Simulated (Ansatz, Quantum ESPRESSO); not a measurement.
# NaI (Fm-3m): Raman and infrared activity, part 3 of 3

Aim: Raman and infrared lines of NaI (Fm-3m).

Quantum ESPRESSO 8.0 development, patched; DFT LDA, scalar-relativistic, plane waves, PseudoDojo norm-conserving pseudopotentials.

So far, highest optical zone-centre mode (no LO-TO term) (cm⁻¹): step 6 (modes with the sum rule) 130; step 7 (ASR crystal) 130. The relaxed cell has a = 6.262 Å (conventional setting).

### Step 8. Sum rules set otherwise (asr no)

Without the rule the raw error of the acoustic modes shows.

Input file dynmat.in:

```
&INPUT
  fildyn = 'g.dyn'
  asr    = 'no'
  fileig = 'dynmat.eig'
  lperm  = .true.
/
```

Started as:

```sh
dynmat.x -in dynmat.in > dynmat.out
```

Output:

```text
[banner, memory and clock lines left out]
Program DYNMAT v.8.0dev

     Reading Dynamical Matrix from file g.dyn
     ...Force constants read
     ...epsilon and Z* read
     ...Raman cross sections read
     A direction for q was not specified:TO-LO splitting will be absent

     Polarizability (A^3 units)
     multiply by 0.532180 for Clausius-Mossotti correction (not under assume_isolated = 'mt')
        12.884640    0.000000   -0.000000
         0.000000   12.884640    0.000000
        -0.000000    0.000000   12.884640

     IR activities are in (D/A)^2/amu units

# mode   [cm-1]    [THz]      IR
    1      3.59    0.1076    0.0000
    2      3.59    0.1076    0.0000
    3      3.59    0.1076    0.0000
    4    130.60    3.9153    1.6154
    5    130.60    3.9153    1.6154
    6    130.60    3.9153    1.6154

Electronic dielectric permittivity tensor (relative, adimensional)
         3.637185    0.000000   -0.000000
         0.000000    3.637185    0.000000
        -0.000000    0.000000    3.637185

 ... with zone-center polar mode contributions
         6.927120    0.000000    0.000000
         0.000000    6.927120    0.000000
         0.000000    0.000000    6.927120
```

Elapsed: 0.62 s, on 1 thread of Intel Xeon 6975P-C (Granite Rapids), shared host.

Read from the output:

```
highest optical zone-centre mode (no LO-TO term) : 130.6 cm⁻¹
lowest optical zone-centre mode                  : 130.6 cm⁻¹
mean static dielectric constant                  : 6.927
```

Zone-centre frequencies as printed; negative means imaginary. Modes:

```
mode  frequency (cm⁻¹)
   1              3.59
   2              3.59
   3              3.59
   4             130.6
   5             130.6
   6             130.6
```

Against the first rule no mode moves by more than 3.6 cm⁻¹.

### Step 9. Modes along a direction of q (1 0 0)

A longitudinal polar mode sets up a macroscopic field that stiffens it; the term hangs on the direction from which q goes to zero.

Input file dynmat.in:

```
&INPUT
  fildyn = 'g.dyn'
  asr    = 'simple'
  fileig = 'dynmat.eig'
  q(1)   = 1.0
  q(2)   = 0.0
  q(3)   = 0.0
/
```

Started as:

```sh
dynmat.x -in dynmat.in > dynmat.out
```

Output:

```text
[banner, memory and clock lines left out]
Program DYNMAT v.8.0dev

     Reading Dynamical Matrix from file g.dyn
     ...Force constants read
     ...epsilon and Z* read
     ...Raman cross sections read

     Polarizability (A^3 units)
     multiply by 0.532180 for Clausius-Mossotti correction (not under assume_isolated = 'mt')
        12.884640    0.000000   -0.000000
         0.000000   12.884640    0.000000
        -0.000000    0.000000   12.884640

     IR activities are in (D/A)^2/amu units

# mode   [cm-1]    [THz]      IR
    1     -0.00   -0.0000    0.0000
    2      0.00    0.0000    0.0000
    3      0.00    0.0000    0.0000
    4    130.33    3.9072    1.6160
    5    130.33    3.9072    1.6160
    6    180.06    5.3979    1.6160
```

Run time: 0.62 s. Hardware: 1 thread.

Read from the output:

- highest mode moved by the LO-TO term: 180.1 cm⁻¹

Zone-centre frequencies as printed; negative means imaginary. Modes:

```
mode  frequency (cm⁻¹)
   1                 0
   2                 0
   3                 0
   4             130.3
   5             130.3
   6             180.1
```

The field moves one mode, from 130 to 180 cm⁻¹; the others stay.

### Step 10. Cross-check with Ansatz

The same cell goes through another code at the same cutoff. The files are of one family, but Ansatz's library holds files of its own making for some heavy elements, so those for I may differ. Its k mesh is centred on Γ.

This step: DFT LDA, scalar-relativistic, plane waves, norm-conserving pseudopotentials of its library (PseudoDojo's, some remade) (Ansatz 0.2.0).

Input file input.yaml:

```yaml
crystal:
  lattice:
    - [-3.1311497024, 0.0, 3.1311497024]
    - [0.0, 3.1311497024, 3.1311497024]
    - [-3.1311497024, 3.1311497024, 0.0]
  atoms:
    - { symbol: Na, position: [0.0, 0.0, 0.0] }
    - { symbol: I, position: [0.5, 0.5, 0.5] }
kpoints:
  mp_grid: { grid: [8, 8, 8] }
hamiltonian:
  xc: lda
  pseudopotentials: { kind: nc, accuracy: standard }
scf:
  occupations: { method: fixed }
output:
  eigenvalues: true
basis:
  ecutwfc: 1197.301
phonons:
  method: dfpt
  dielectric: true
  rigid_motions: translations
  raman: true
```

Started as:

```sh
ansatz run input.yaml --threads 4 --pin off --max-ram 8192MiB --backend cpu --events-out ev --progress --plain --runs-dir out
```

Output:

```text
Engine: ansatz 0.2.0, x86_64-unknown-linux-gnu
Pseudopotentials: kind: nc
Pseudopotential: Na, nc, valence charge 9, recommended cutoff 1197.300995 eV (normal), Na.nc.azcp (PseudoDojo's, or run here from an input of PseudoDojo's; its table is named by hamiltonian.pseudopotentials.accuracy)
Pseudopotential: I, nc, valence charge 7, recommended cutoff 952.398519 eV (normal), I.nc.azcp (PseudoDojo's, or run here from an input of PseudoDojo's; its table is named by hamiltonian.pseudopotentials.accuracy)
Functional definition: SPW92
  exchange = slater_x
  correlation = pw_c
Crystal: 2 atoms, lattice volume = 61.396 Å³
Basis set: ecut = 1197.301 eV, 5817 PW (Γ), exchange–correlation on 100×100×100 points (8 copies of the dense FFT grid, shifted against one another)
Bands: 12, of which v1, the nominal top of the filled ones, is band 8 counted from 1 (7 counted from 0)
Symmetry: 48 space group operations
k-points: 59 of 512 (irreducible under 8 space group operations, time reversal used)
Non-local potential: Na, projectors of the file, l = 0: 2, l = 1: 2
Non-local potential: I, projectors of the file, l = 0: 2, l = 1: 2, l = 2: 2, l = 3: 2
Initial density: superposition of atomic densities (chi_scale 0.1, normalization cell, long waves kept (reshape's long-wave potential 0.00 eV rms))
Initial wavefunctions: pseudopotential atomic-orbital guess
Functional: x = slater, c = lda
SCF iter   1: F=—  HF=-1598.625399 eV  |F-HF|=—  |Δ(HF+E_count)|=         —  Δρ=5.52e-2  dr2=1.26e0  ethr=3.10e-3  ⟨swp⟩=5.0  Hψ=3657  notcnv=0  defer=101
preconditioner: auto → none  [insulator: Δε(μ)=3.045 eV  Ē_g=10.397 eV  n_scr=14 (ndim 8)  ℏωp=13.4 eV  f_vac=0.000  ε∞_Penn≈2.7]
SCF iter   2: F=—  HF=-1597.973844 eV  |F-HF|=—  |Δ(HF+E_count)|=   6.52e-1  Δρ=1.02e-2  dr2=5.35e-2  ethr=3.10e-3  ⟨swp⟩=2.9  Hψ=1888  notcnv=0  defer=108
SCF iter   3: F=—  HF=-1597.948729 eV  |F-HF|=—  |Δ(HF+E_count)|=   2.51e-2  Δρ=4.93e-3  dr2=5.44e-3  ethr=3.35e-4  ⟨swp⟩=2.2  Hψ=1232  notcnv=0  defer=112
SCF iter   4: F=—  HF=-1597.946908 eV  |F-HF|=—  |Δ(HF+E_count)|=   1.82e-3  Δρ=4.02e-4  dr2=1.21e-4  ethr=3.40e-5  ⟨swp⟩=3.0  Hψ=1272  notcnv=0  defer=112
SCF iter   5: F=—  HF=-1597.946899 eV  |F-HF|=—  |Δ(HF+E_count)|=   9.29e-6  Δρ=9.37e-5  dr2=2.81e-6  ethr=7.59e-7  ⟨swp⟩=2.0  Hψ=922  notcnv=0  defer=112
SCF iter   6: F=—  HF=-1597.946899 eV  |F-HF|=—  |Δ(HF+E_count)|=   1.02e-7  Δρ=1.26e-5  dr2=5.27e-8  ethr=1.75e-8  ⟨swp⟩=2.3  Hψ=1136  notcnv=0  defer=80
SCF iter   7: F=—  HF=-1597.946875 eV  |F-HF|=—  |Δ(HF+E_count)|=   2.43e-5  Δρ=1.77e-6  dr2=5.61e-10  ethr=3.29e-10  ⟨swp⟩=2.6  Hψ=1202  notcnv=0  defer=2
SCF iter   8: F=-1597.946875 eV  HF=-1597.946875 eV  |F-HF|=4.55e-13  |Δ(HF+E_count)|=  5.68e-11  Δρ=6.77e-8  dr2=1.36e-12  ethr=1.00e-12  ⟨swp⟩=9.2  Hψ=4860  notcnv=0
SCF 1 converged in 8 iterations: F = -1597.946875 eV  dr2 = 1.36e-12
DFPT response loops at Γ: preconditioner auto → none (the input reference at scf.mixing.eps_inf says where Resta's filter doesn't serve); β = 0.50; Broyden in place of MSR1
── the response to a field inside a basis, on 8×8×8 k-points: an SCF that follows is theirs, and a resumed run solves both again ──
Bands: 9, of which v1, the nominal top of the filled ones, is band 8 counted from 1 (7 counted from 0)
k-points: 60
Initial density: handed on by an earlier stage of this run
Initial wavefunctions: pseudopotential atomic-orbital guess (no wavefunctions were taken with the density)
Eigensolver: Dense (60 Hₖ)
SCF iter   1: F=—  HF=-1597.944890 eV  |F-HF|=—  |Δ(HF+E_count)|=         —  Δρ=5.83e-5  dr2=3.04e-7  ethr=1.00e-1
preconditioner: auto → none  [insulator: Δε(μ)=3.723 eV  Ē_g=9.047 eV  n_scr=14 (ndim 8)  ℏωp=13.4 eV  f_vac=0.000  ε∞_Penn≈3.2]
SCF iter   2: F=—  HF=-1597.944890 eV  |F-HF|=—  |Δ(HF+E_count)|=   4.43e-7  Δρ=2.90e-5  dr2=6.99e-8  ethr=1.90e-9
SCF iter   3: F=—  HF=-1597.944890 eV  |F-HF|=—  |Δ(HF+E_count)|=   1.58e-7  Δρ=1.85e-6  dr2=1.41e-9  ethr=4.37e-10
SCF iter   4: F=-1597.944890 eV  HF=-1597.944890 eV  |F-HF|=4.77e-12  |Δ(HF+E_count)|=  4.14e-11  Δρ=2.18e-7  dr2=6.65e-12  ethr=8.83e-12
SCF 1 converged in 4 iterations: F = -1597.944890 eV  dr2 = 6.65e-12
DFPT response loops at Γ: mixed as the last ones told, above
DFPT response loops at Γ: mixed as the last ones told, above
SCF converged after 8 iterations
Free energy (F): -1597.946875 eV
Harris-Foulkes:  -1597.946875 eV  (|F-HF|=4.55e-13)
Internal energy: -1597.946875 eV  (E = F + TS)
E sigma→0 (E₀):  -1597.946875 eV
Fermi energy:    2.376223 eV
--- Per-component energies (eV) ---
  E_band       = -224.658800
  E_kinetic    = 842.151260
  E_local      = -1523.829848  (includes V_loc(G=0)·N_el)
  E_nonlocal   = -348.864813
  E_hartree    = 566.441130
  E_xc         = -290.718742
  E_vxc        = -326.997678  (∫ρ·V_xc dr)
  E_ewald      = -843.125862
  E_smearing   = -0.000000  (= −TS)
  E_closure    = 0.000000  (closes the sum)
  Σ components = -1597.946875   (vs F -1597.946875, Δ=0.00e0)
--- Band table (eV; the first three rows and the last of 59) ---
  k-point 0: bands = [... 4 lower, -9.0316, 2.3762, 2.3762, 2.3762, 5.9884, 10.2207, 10.2207, 10.2207]
  k-point 1: bands = [... 4 lower, -8.9753, 1.8078, 2.3198, 2.3198, 6.5765, 9.8298, 10.3960, 10.3960]
  k-point 2: bands = [... 4 lower, -8.8327, 0.8144, 2.1911, 2.1911, 7.2880, 9.9503, 10.3145, 10.3145]
  k-point 58: bands = [... 4 lower, -8.5142, 0.0804, 1.4703, 1.4703, 6.7137, 7.5879, 12.6427, 13.9943]
--- Phonons (Γ-DFPT): 2 representative perturbations + reference, on 59 of 512 k-points (Σ response iterations 6) ---
  k mesh reduced under 8 symmetry operations, with k and −k counted as one. Each operation leaves every solved perturbation unchanged. A smaller set is not considered because the run solves the response to a homogeneous field
  ASR residual: 2.995e-5 → 0.000e0 eV/Å²; symmetrization residual: 1.886e-6 eV/Å²
  ASR residual per site (eV/Å²): 3.00e-5 2.54e-5
  Γ frequencies (cm⁻¹): 0.00 0.00 0.00 130.34 130.34 130.34
  ε∞ (high-frequency dielectric tensor):
        3.636084    -0.000000     0.000000
       -0.000000     3.636084    -0.000000
        0.000000    -0.000000     3.636084
  ε⁰ (static dielectric tensor: ions relaxed, cell fixed):
        6.936675    -0.000000     0.000000
       -0.000000     6.936675     0.000000
        0.000000     0.000000     6.936675
  ε⁰ − ε∞ (ionic part):
        3.300591    -0.000000     0.000000
       -0.000000     3.300591     0.000000
        0.000000     0.000000     3.300591
  softest optical mode at Γ: 130.34 cm⁻¹; the repairs (sum rule, projections) moved no ω² at Γ by more than (0.70 cm⁻¹)²
  Born effective charges Z* (e; rows j = field, columns β = displacement):
    site 0:
         1.16697   -0.00000    0.00000
        -0.00000    1.16697   -0.00000
         0.00000    0.00000    1.16697
    site 1:
        -1.16697    0.00000   -0.00000
         0.00000   -1.16697    0.00000
        -0.00000   -0.00000   -1.16697
  Z* charge neutrality: 8.056e-5 e pre-enforcement
  solved inside a basis spanned on kpoints, on 8×8×8 k-points transformed towards the longest dipole: ε∞ is read to err by 8.1e-3, Z* by 9.6e-3 e (field_mesh: kpoints solves on kpoints); Z* is corrected for what the basis lacks
  Raman tensors (in the event stream and the table raman_tensors.tsv): an entry may err by 1.3e-3 Å², one of the second-order susceptibility by 4.0e-20 pm/V (basis, points and sum rule); their sum over the sites missed zero by 8.188e-21 Å² ahead of its enforcement
  optical modes at Γ without the LO–TO term, one row a degenerate level:
      ω (cm⁻¹)  modes    IR ((D/Å)²/amu)  static Raman (Å⁴/amu)  depolarisation
        130.34      3             4.8425                 0.0000               —
  optical modes at Γ + LO–TO along q̂ = [1.0000, 0.0000, 0.0000]:
      ω (cm⁻¹)  modes    IR ((D/Å)²/amu)  static Raman (Å⁴/amu)  depolarisation
        130.34      2             3.2284                 0.0000               —
        180.03      1             1.6142                 0.0000               —
  optical modes at Γ + LO–TO along q̂ = [0.0000, 1.0000, 0.0000]:
      ω (cm⁻¹)  modes    IR ((D/Å)²/amu)  static Raman (Å⁴/amu)  depolarisation
        130.34      2             3.2284                 0.0000               —
        180.03      1             1.6142                 0.0000               —
  optical modes at Γ + LO–TO along q̂ = [0.0000, 0.0000, 1.0000]:
      ω (cm⁻¹)  modes    IR ((D/Å)²/amu)  static Raman (Å⁴/amu)  depolarisation
        130.34      2             3.2284                 0.0000               —
        180.03      1             1.6142                 0.0000               —
```

Elapsed: 59 s, on 4 threads; peak memory 1.5 GiB; 3.8 min of CPU time.

This step gave:

```yaml
sum_rule_residual_before_enforcement: 3.00e-5 eV/Å²
miss_of_the_charge_sum_rule: 8.06e-5 e
estimated_error_of_the_dielectric_tensor: 0.008094
estimated_error_of_the_born_charges: 0.009628 e
highest_optical_zone_centre_mode_no_lo_to_term: 130.3 cm⁻¹
lowest_optical_zone_centre_mode: 130.3 cm⁻¹
mean_high_frequency_dielectric_constant: 3.636
largest_born_charge_in_size_third_of_the_trace: 1.167 e
mean_static_dielectric_constant: 6.937
highest_mode_moved_by_the_lo_to_term: 180.0 cm⁻¹
```

Transverse modes. Infrared lines, with heights relative to the strongest:

```
position (cm⁻¹)  label  IR intensity ((D/Å)²/amu), degenerate modes summed, relative
            130    T1u                                                           100
```

### Step 11. Side by side: QE PseudoDojo and Ansatz, library NC

Worked out from the results:

* root-mean-square difference: 0.01 cm⁻¹
* largest difference: 0.01 cm⁻¹

Frequencies side by side, by row:

```
q (reciprocal lattice)  mode  QE PseudoDojo (cm⁻¹)  Ansatz, library NC (cm⁻¹)
                 0 0 0     1                     0                          0
                 0 0 0     2                     0                          0
                 0 0 0     3                     0                          0
                 0 0 0     4                 130.3                      130.3
                 0 0 0     5                 130.3                      130.3
                 0 0 0     6                 130.3                      130.3
```

The two runs side by side. Further quantities:

```
                                                                               quantity  QE PseudoDojo  Ansatz, library NC
                                                                                mean ε∞          3.637               3.636
largest Born charge in size (e; the first before, the second after the charge sum rule)          1.168               1.167
                                                       summed IR intensity ((D/Å)²/amu)          4.848               4.843
```

At the zone centre the largest difference (acoustic modes at Γ apart) is 0.008 % of the highest mode.

### Step 12. Outcome

| Item | Value |
| --- | --- |
| space group after relaxation | Fm-3m |
| volume per atom | 30.7 Å³ |
| gap on the k-mesh | 3.61 eV |
| highest optical zone-centre mode (no LO-TO term) | 130.3 cm⁻¹ |
| highest mode moved by the LO-TO term | 180.1 cm⁻¹ |
| mean high-frequency dielectric constant | 3.64 |
| largest Born charge in size (third of the trace) | 1.17 e |
| mean static dielectric constant | 6.94 |
| imaginary optical modes at the zone centre (no q mesh in this session) | none |
| largest difference from Ansatz, library NC | 0.01 cm⁻¹ |

No mode is Raman active in this structure; the strongest infrared line lies at 130 cm⁻¹. At the LDA level the optical modes of NaI (Fm-3m) at the zone centre (no LO-TO term) lie at 130 cm⁻¹. Along the directions run, the highest mode that the macroscopic field moves lies at 180 cm⁻¹. Lattice motion raises the mean dielectric constant from 3.637 to 6.942. The Born charge of I is -1.168 e against a formal charge of -1, somewhat above it. The Lyddane-Sachs-Teller relation holds: (ωLO/ωTO)² is 1.91 and ε₀/ε∞ is 1.91. QE PseudoDojo and Ansatz, library NC agree to 0.01 cm⁻¹ (0.008 % of the highest mode compared) on all solved modes but the acoustic ones at Γ, without the LO-TO term. These are harmonic frequencies at zero temperature: anharmonic shifts and linewidths and thermal expansion are left out. Spin-orbit coupling is left out, which can matter for the heavy elements here. The build is a development version in which the Raman tensors of release 7.5 are mended; dynmat.x leaves out the electro-optic term of LO lines.

[Host names and launcher messages were left out of these logs when they were recorded.]

[Logs are printed without paths, hosts, clocks, repeated set-up lines and the standing remarks that a program may print on its own settings, such as how far it seeks lower states.]

[Hosts, paths, dates, database ids (printed as entryN), source tags and the programs' standing remarks are cut or masked in the printed files.]
